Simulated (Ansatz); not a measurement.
# Meshes and cutoff for the phonons of CaO (Lime, Fm-3m)

Wanted: convergence of the phonons of CaO (Lime, Fm-3m) against cost.

Main program and level: Ansatz 0.2.0; DFT PBE, scalar-relativistic, plane waves, PAW.

Report form: the programs' logs are mostly left out.

## 1. The structure

It takes space group Fm-3m (No. 225, cubic). Conventional cell: a = 4.830 Å, b = 4.830 Å, c = 4.830 Å, α = 90.00°, β = 90.00°, γ = 90.00°. Ca has 6 O at 2.42 Å nearest. Nearest to O lie 6 Ca at 2.42 Å. Farther neighbours and most contacts between anions are not listed.

## 2. Relaxing to small forces for the phonons

Phonons need a cell at rest on their own settings, so the relaxation is repeated with tight tolerances on forces and stress on the k mesh and occupations of the first response run.

input.yaml

```yaml
crystal:
  lattice:
    - [0.0, 2.4150559801, 2.4150559801]
    - [2.4150559801, 0.0, 2.4150559801]
    - [2.4150559801, 2.4150559801, 0.0]
  atoms:
    - { symbol: Ca, position: [0.0, 0.0, 0.0] }
    - { symbol: O, position: [0.5, 0.5, 0.5] }
kpoints:
  mp_grid: { grid: [8, 8, 8] }
hamiltonian:
  xc: pbe
scf:
  occupations: { method: fixed }
output:
  forces: true
  stress: true
  eigenvalues: true
relax:
  adjacent_minimum: "off"
  f_tol: 0.001
  max_steps: 60
  cell: { stress_tol: 0.01 }
```

Run with:

```
ansatz run input.yaml --threads 4 --pin off --max-ram 7168MiB --backend cpu --events-out ev --progress --plain --runs-dir out
```

Wall time 0.95 s (4 threads of Arm Neoverse V1, shared host); peak memory 0.28 GiB; 2.8 s of CPU time.

Little changed from the start: no atom moved by 0.005 Å and no cell edge by 0.1 %.

Numbers from this step:

```
pressure           : -0.007665 GPa
gap on the k-mesh  : 3.658 eV
volume per atom    : 14.09 Å³
direct gap on mesh : 4.035 eV
```

The forces vanish by symmetry and the pressure is -0.008 GPa, within the tolerances set. The cell now holds 14.09 Å³/atom.

## 3. Phonons on a q mesh

Stability and thermal properties need the whole zone. Linear response on a 4×4×4 q mesh gives force constants as far as a supercell of that size would, and the tensors from the zone-centre run are typed in so that the long-range dipole term is interpolated apart.

input.yaml

```yaml
crystal:
  lattice:
    - [0.0, 2.4154724062, 2.4154724062]
    - [2.4154724062, 0.0, 2.4154724062]
    - [2.4154724062, 2.4154724062, 0.0]
  atoms:
    - { symbol: Ca, position: [0.0, 0.0, 0.0] }
    - { symbol: O, position: [0.5, 0.5, 0.5] }
kpoints:
  mp_grid: { grid: [8, 8, 8] }
hamiltonian:
  xc: pbe
scf:
  occupations: { method: fixed }
output:
  eigenvalues: true
phonons:
  method: dfpt
  qmesh: [4, 4, 4]
  temperatures: { t_max: 1000, t_step: 50 }
  qpath:
    path:
      - [[0.0, 0.0, 0.0], [0.5, 0.0, 0.5], [0.625, 0.25, 0.625]]
      - [[0.375, 0.375, 0.75], [0.0, 0.0, 0.0], [0.5, 0.5, 0.5], [0.5, 0.25, 0.75], [0.5, 0.0, 0.5]]
    npoints: 10
  non_analytic_term:
    high_frequency_dielectric_tensor: [[3.7869, 0.0, 0.0], [0.0, 3.7869, 0.0], [0.0, 0.0, 3.7869]]
    born_effective_charges:
      - { species: Ca, tensor: [[2.3516, 0.0, 0.0], [0.0, 2.3516, 0.0], [0.0, 0.0, 2.3516]] }
      - { species: O, tensor: [[-2.3516, 0.0, 0.0], [0.0, -2.3516, 0.0], [0.0, 0.0, -2.3516]] }
    source: "zone-centre run at this cell"
```

It took 35 s on 4 threads; peak memory 0.71 GiB.

Numbers from this step:

```yaml
sum_rule_residual_before_enforcement: 2.24e-5 eV/Å²
lowest_frequency_on_the_path: 0 cm⁻¹
point_group: m-3m
highest_frequency_on_the_path_or_at_a_solved_wavevector: 536.8 cm⁻¹
mean_frequency: 277.7 cm⁻¹
debye_temperature_second_moment: 544 K
logarithmic_mean_frequency: 261.4 cm⁻¹
highest_optical_mode_at_the_zone_centre_no_lo_to_term: 255.3 cm⁻¹
lowest_optical_zone_centre_mode: 255.3 cm⁻¹
lowest_mode_on_the_q_mesh_acoustic_modes_at_gamma_apart: 122.4 cm⁻¹
zero_point_energy_per_atom: 51.65 meV
heat_capacity_at_300_k: 21.35 J/(mol atoms K)
vibrational_entropy_at_300_k: 21.23 J/(mol atoms K)
```

Frequencies (cm⁻¹) solved at each irreducible wavevector; negative means imaginary. Frequencies by wavevector, by row:

```tsv
q in reciprocal lattice units	star	mode 1	mode 2	mode 3	mode 4	mode 5	mode 6
0 0 0	1	0	0	0	255.3	255.3	255.3
0 0 0.25	8	122.4	122.4	225.8	274.3	274.3	513.8
0 0 -0.5	4	168	168	291.6	291.6	362.3	459.6
0 0.25 0.25	6	143.5	143.5	220.8	272.1	272.1	473.1
0 0.25 -0.5	24	184.4	214.4	287.1	292.8	320.2	416.8
0 0.25 -0.25	12	163.9	214.6	284.2	292.2	302.7	453
0 -0.5 -0.5	3	197.5	197.5	277.7	283.4	283.4	382.8
0.25 -0.5 -0.25	6	229.8	252.2	252.2	334.2	334.2	344.9
```

Interpolated from a 4×4×4 q mesh, with the LO-TO term (at Γ the limit along the path; where Γ stands inside the path, tables give the limit on arrival). Phonon branches along the path, in cm⁻¹:

```tsv
point	branch 1	branch 2	branch 3	branch 4	branch 5	branch 6
Γ	0	0	0	255	255	537
halfway	144	144	221	272	272	473
X	198	198	278	283	283	383
halfway	197	219	274	285	310	376
U	194	262	264	289	357	362
jump to K	194	262	264	289	357	362
halfway	137	170	244	281	285	490
Γ	0	0	0	255	255	537
halfway	122	122	226	274	274	514
L	168	168	292	292	362	460
halfway	185	214	296	303	332	422
W	230	252	252	334	334	345
halfway	214	219	271	299	316	370
X	198	198	278	283	283	383
```

Symmetry leaves 8 wavevectors to solve. The lowest mode among them, the acoustic zeros apart, lies at q = (0, 0, 0.25) and is real, 122 cm⁻¹.

## 4. Another q mesh, q mesh 2×2×2

The q mesh is changed to 2×2×2, to see how far the force constants must reach.

input.yaml, as its differences from that of step 3:

```diff
@@ -18,3 +18,3 @@
   method: dfpt
-  qmesh: [4, 4, 4]
+  qmesh: [2, 2, 2]
   temperatures: { t_max: 1000, t_step: 50 }
```

Wall time 6.3 s (4 threads); peak memory 0.47 GiB; 23 s of CPU time.

Numbers from this step:

```yaml
mean_frequency: 276.9 cm⁻¹
debye_temperature_second_moment: 542 K
lowest_mode_on_the_q_mesh_acoustic_modes_at_gamma_apart: 168.0 cm⁻¹
zero_point_energy_per_atom: 51.5 meV
heat_capacity_at_300_k: 21.38 J/(mol atoms K)
vibrational_entropy_at_300_k: 21.21 J/(mol atoms K)
```

Frequencies (cm⁻¹) solved at each irreducible wavevector; negative means imaginary. Frequencies by wavevector, by row:

```tsv
q in reciprocal lattice units	star	mode 1	mode 2	mode 3	mode 4	mode 5	mode 6
0 0 0	1	0	0	0	255.3	255.3	255.3
0 0 -0.5	4	168	168	291.6	291.6	362.3	459.6
0 -0.5 -0.5	3	197.5	197.5	277.7	283.4	283.4	382.8
```

Interpolated from a 2×2×2 q mesh, rough between the solved points, with the LO-TO term (at Γ the limit along the path; where Γ stands inside the path, tables give the limit on arrival). Phonon branches along the path, in cm⁻¹:

```tsv
point	branch 1	branch 2	branch 3	branch 4	branch 5	branch 6
Γ	0	0	0	255	255	537
halfway	156	156	213	283	283	474
X	198	198	278	283	283	383
halfway	194	219	276	284	299	376
U	186	261	271	284	339	360
jump to K	186	261	271	284	339	360
halfway	136	183	244	266	299	487
Γ	0	0	0	255	255	537
halfway	127	127	231	270	270	512
L	168	168	292	292	362	460
halfway	180	215	289	305	334	410
W	221	256	256	307	337	337
halfway	210	220	275	295	300	370
X	198	198	278	283	283	383
```

The mean frequency is 276.9 cm⁻¹, -0.8 cm⁻¹ against the base run.

On this path the spectrum ends at 537 cm⁻¹ (at Γ). No branch goes imaginary on this path.

## 5. Another q mesh, k-mesh 9×9×9, q mesh 3×3×3

The q mesh is changed to 3×3×3, to see how far the force constants must reach; the k mesh is 9×9×9, against 8×8×8 in the base run, so that the q mesh divides it.

input.yaml, as its differences from that of step 4:

```diff
@@ -9,3 +9,3 @@
 kpoints:
-  mp_grid: { grid: [8, 8, 8] }
+  mp_grid: { grid: [9, 9, 9] }
 hamiltonian:
@@ -18,3 +18,3 @@
   method: dfpt
-  qmesh: [2, 2, 2]
+  qmesh: [3, 3, 3]
   temperatures: { t_max: 1000, t_step: 50 }
```

The job ended after 21 s (4 threads; peak memory 0.61 GiB; 79 s of CPU time).

Frequencies (cm⁻¹) solved at each irreducible wavevector; negative means imaginary. Frequencies by wavevector, by row:

```tsv
q in reciprocal lattice units	star	mode 1	mode 2	mode 3	mode 4	mode 5	mode 6
0 0 0	1	0	0	0	255.3	255.3	255.3
0 0 0.3333	8	147.6	147.6	283.1	283.1	289.2	495
0 0.3333 0.3333	6	173.2	173.2	256.2	278.3	278.3	433
0 0.3333 -0.3333	12	186.8	254	283.6	292.4	338.6	392.9
```

The mean frequency is 277.5 cm⁻¹, -0.2 cm⁻¹ against the base run, whose k mesh differs too.

## 6. Another q mesh, k-mesh 12×12×12, q mesh 6×6×6

The q mesh is changed to 6×6×6, to see how far the force constants must reach; the k mesh is 12×12×12, against 8×8×8 in the base run, so that the q mesh divides it.

input.yaml, as its differences from that of step 5:

```diff
@@ -9,3 +9,3 @@
 kpoints:
-  mp_grid: { grid: [9, 9, 9] }
+  mp_grid: { grid: [12, 12, 12] }
 hamiltonian:
@@ -18,3 +18,3 @@
   method: dfpt
-  qmesh: [3, 3, 3]
+  qmesh: [6, 6, 6]
   temperatures: { t_max: 1000, t_step: 50 }
```

The job ended after 5.4 min (4 threads; peak memory 1.6 GiB).

Frequencies (cm⁻¹) solved at each irreducible wavevector; negative means imaginary. Frequencies by wavevector, by row:

```tsv
q in reciprocal lattice units	star	mode 1	mode 2	mode 3	mode 4	mode 5	mode 6
0 0 0	1	0	0	0	255.3	255.3	255.3
0 0 0.1667	8	88	88	154.5	265.1	265.1	526.9
0 0 0.3333	8	147.6	147.6	283.1	283.1	289.2	495
0 0 -0.5	4	168	168	291.5	291.5	362.3	459.6
0 0.1667 0.1667	6	103.1	103.1	163.9	264.6	264.6	507.1
0 0.1667 0.3333	24	151.7	157.8	249.5	276.5	285.6	477.9
0 0.1667 -0.5	24	176.6	194.9	289.2	301.2	333	440.5
0 0.1667 -0.3333	24	164.9	197.7	292	294.9	312.7	456.4
0 0.1667 -0.1667	12	127.1	151.9	225.5	276.8	279.8	500.3
0 0.3333 0.3333	6	173.2	173.2	256.2	278.3	278.3	433
0 0.3333 -0.5	24	191.4	219.5	276.1	285.1	314.1	393.7
0 0.3333 -0.3333	12	186.8	254	283.6	292.4	338.6	392.9
0 -0.5 -0.5	3	197.5	197.5	277.7	283.4	283.4	382.8
0.1667 0.3333 -0.5	24	180.6	210.9	277.3	297.9	298	432.3
0.1667 0.3333 -0.3333	24	198.9	234	289.4	303.6	329.6	394.4
0.1667 -0.5 -0.3333	12	222.1	230.9	266.9	308.6	332.2	359.1
```

The mean frequency is 277.7 cm⁻¹, +0.0 cm⁻¹ against the base run, whose k mesh differs too.

## 7. The series together

Times are for 4 threads of Arm Neoverse V1, shared host. Results by setting:

```tsv
no.	q mesh	k-mesh	mean frequency (cm⁻¹)	zero-point energy per atom (meV)	lowest frequency on the path (cm⁻¹)	time	memory (GiB)
1	2×2×2	8×8×8	276.9	51.5	0	6.3 s	0.47
2	3×3×3	9×9×9	277.5	51.61	0	21 s	0.61
3	6×6×6	12×12×12	277.7	51.64	0	5.4 min	1.6
```

The phonon density of states has structure finer than the step of the table below, so its rows give means over 20 cm⁻¹, whole bins alone (the curve runs from 2.5 to 538 cm⁻¹). Peaks (cm⁻¹: height): 2×2×2, 8×8×8 172.5: 0.0286, 287.5: 0.112; 3×3×3, 9×9×9 192.5: 0.0282, 292.5: 0.0789; 6×6×6, 12×12×12 197.5: 0.0268, 292.5: 0.0890.

The runs together. Table of phonon density of states by wavenumber; means over each step; values in 1/cm⁻¹/cell:

```tsv
wavenumber (cm⁻¹)	2×2×2, 8×8×8	3×3×3, 9×9×9	6×6×6, 12×12×12
20	5.1e-5	9.8e-5	7.1e-5
40	2.6e-4	4.2e-4	3.3e-4
60	6.4e-4	9.6e-4	8.0e-4
80	0.00126	0.00178	0.00155
100	0.00226	0.00296	0.00273
120	0.00402	0.00476	0.00465
140	0.00750	0.00782	0.00802
160	0.0175	0.0147	0.0161
180	0.0271	0.0257	0.0255
200	0.0212	0.0232	0.0227
220	0.0132	0.0140	0.0139
240	0.0114	0.0109	0.0109
260	0.0168	0.0179	0.0157
280	0.0618	0.0492	0.0536
300	0.0392	0.0490	0.0467
320	0.0144	0.0156	0.0153
340	0.0108	0.0104	0.0105
360	0.00478	0.00423	0.00339
380	0.00719	0.00610	0.00625
400	0.00659	0.00605	0.00650
420	0.00662	0.00656	0.00702
440	0.00691	0.00711	0.00764
460	0.00661	0.00742	0.00742
480	0.00501	0.00571	0.00542
500	0.00390	0.00433	0.00410
520	0.00258	0.00282	0.00276
```

The runs together, line C_V. The C_V by temperature; values in J/mol-atom/K:

```tsv
temperature (K)	2×2×2, 8×8×8	3×3×3, 9×9×9	6×6×6, 12×12×12
0	0	0	0
50	1.73	1.80	1.78
100	8.75	8.77	8.75
150	14.5	14.5	14.5
200	18.0	17.9	17.9
250	20.1	20.0	20.0
300	21.4	21.4	21.3
350	22.2	22.2	22.2
400	22.8	22.8	22.8
450	23.2	23.2	23.2
500	23.5	23.5	23.5
550	23.8	23.8	23.8
600	24.0	24.0	24.0
650	24.1	24.1	24.1
700	24.2	24.2	24.2
750	24.3	24.3	24.3
800	24.4	24.4	24.4
850	24.4	24.4	24.4
900	24.5	24.5	24.5
950	24.5	24.5	24.5
1000	24.6	24.6	24.6
```

## 8. Another k mesh, k-mesh 2×2×2, q mesh 2×2×2

The k mesh is changed to 2×2×2 on a small fixed q mesh, to find the coarsest that serves.

input.yaml, the sections that differ from step 6:

```yaml
kpoints:
  mp_grid: { grid: [2, 2, 2] }
phonons:
  method: dfpt
  dielectric: true
  rigid_motions: translations
  qmesh: [2, 2, 2]
  temperatures: { t_max: 1000, t_step: 50 }
  qpath:
    path:
      - [[0.0, 0.0, 0.0], [0.5, 0.0, 0.5], [0.625, 0.25, 0.625]]
      - [[0.375, 0.375, 0.75], [0.0, 0.0, 0.0], [0.5, 0.5, 0.5], [0.5, 0.25, 0.75], [0.5, 0.0, 0.5]]
    npoints: 10
# crystal, hamiltonian, scf, output: as in step 6
```

Run time: 5.3 s. Hardware: 4 threads; peak memory 0.38 GiB.

The run finished; it serves as a test, and its numbers are not taken as the result.

## 9. Another k mesh, k-mesh 4×4×4, q mesh 2×2×2

The k mesh is changed to 4×4×4 on a small fixed q mesh, to find the coarsest that serves.

input.yaml, as its differences from that of step 8:

```diff
@@ -9,3 +9,3 @@
 kpoints:
-  mp_grid: { grid: [2, 2, 2] }
+  mp_grid: { grid: [4, 4, 4] }
 hamiltonian:
```

Wall time 4.9 s (4 threads); peak memory 0.36 GiB; 16 s of CPU time.

The run finished; it serves as a test, and its numbers are not taken as the result.

## 10. Another k mesh, k-mesh 6×6×6, q mesh 2×2×2

The k mesh is changed to 6×6×6 on a small fixed q mesh, to find the coarsest that serves.

input.yaml, as its differences from that of step 9:

```diff
@@ -9,3 +9,3 @@
 kpoints:
-  mp_grid: { grid: [4, 4, 4] }
+  mp_grid: { grid: [6, 6, 6] }
 hamiltonian:
```

Run time: 7 s. Hardware: 4 threads; peak memory 0.41 GiB; 24 s of CPU time.

A gap read on the k-mesh alone can miss the band edges.

The highest optical mode at the zone centre (no LO-TO term) is 255.1 cm⁻¹, -0.2 cm⁻¹ against the base run.

## 11. Another k mesh, q mesh 2×2×2

The k mesh is changed to 8×8×8 on a small fixed q mesh, to find the coarsest that serves.

input.yaml, as its differences from that of step 10:

```diff
@@ -9,3 +9,3 @@
 kpoints:
-  mp_grid: { grid: [6, 6, 6] }
+  mp_grid: { grid: [8, 8, 8] }
 hamiltonian:
```

It took 11 s on 4 threads; peak memory 0.49 GiB; 41 s of CPU time.

Frequencies (cm⁻¹) solved at each irreducible wavevector; negative means imaginary. Frequencies by wavevector, by row:

```tsv
q in reciprocal lattice units	star	mode 1	mode 2	mode 3	mode 4	mode 5	mode 6
0 0 0	1	0	0	0	255.3	255.3	255.3
0 0 -0.5	4	168	168	291.6	291.6	362.3	459.6
0 -0.5 -0.5	3	197.5	197.5	277.7	283.4	283.4	382.8
```

The highest optical mode at the zone centre (no LO-TO term) is 255.3 cm⁻¹, +0.0 cm⁻¹ against the base run.

## 12. Another k mesh, k-mesh 12×12×12, q mesh 2×2×2

The k mesh is changed to 12×12×12 on a small fixed q mesh, to find the coarsest that serves.

input.yaml, as its differences from that of step 11:

```diff
@@ -9,3 +9,3 @@
 kpoints:
-  mp_grid: { grid: [8, 8, 8] }
+  mp_grid: { grid: [12, 12, 12] }
 hamiltonian:
```

It took 19 s on 4 threads; peak memory 0.7 GiB.

Frequencies (cm⁻¹) solved at each irreducible wavevector; negative means imaginary. Frequencies by wavevector, by row:

```tsv
q in reciprocal lattice units	star	mode 1	mode 2	mode 3	mode 4	mode 5	mode 6
0 0 0	1	0	0	0	255.3	255.3	255.3
0 0 -0.5	4	168	168	291.5	291.5	362.3	459.6
0 -0.5 -0.5	3	197.5	197.5	277.7	283.4	283.4	382.8
```

The highest optical mode at the zone centre (no LO-TO term) is 255.3 cm⁻¹, +0.0 cm⁻¹ against the base run.

## 13. The series together

Times are for 4 threads of Arm Neoverse V1, shared host. The series side by side:

```tsv
no.	k-mesh	lowest mode on the q mesh (acoustic modes at Γ apart) (cm⁻¹)	highest frequency on the path or at a solved wavevector (cm⁻¹)	time	memory (GiB)
1	6×6×6	168.0	536.7	7 s	0.41
2	8×8×8	168.0	536.8	11 s	0.49
3	12×12×12	168.0	536.8	19 s	0.70
```

(Part 1 of 2 ends here.)

[Logs are printed without paths, hosts, clocks, repeated set-up lines and the standing remarks that a program may print on its own settings, such as how far it seeks lower states.]

[Hosts, paths, dates, database ids (printed as entryN), source tags and the programs' standing remarks are cut or masked in the printed files.]
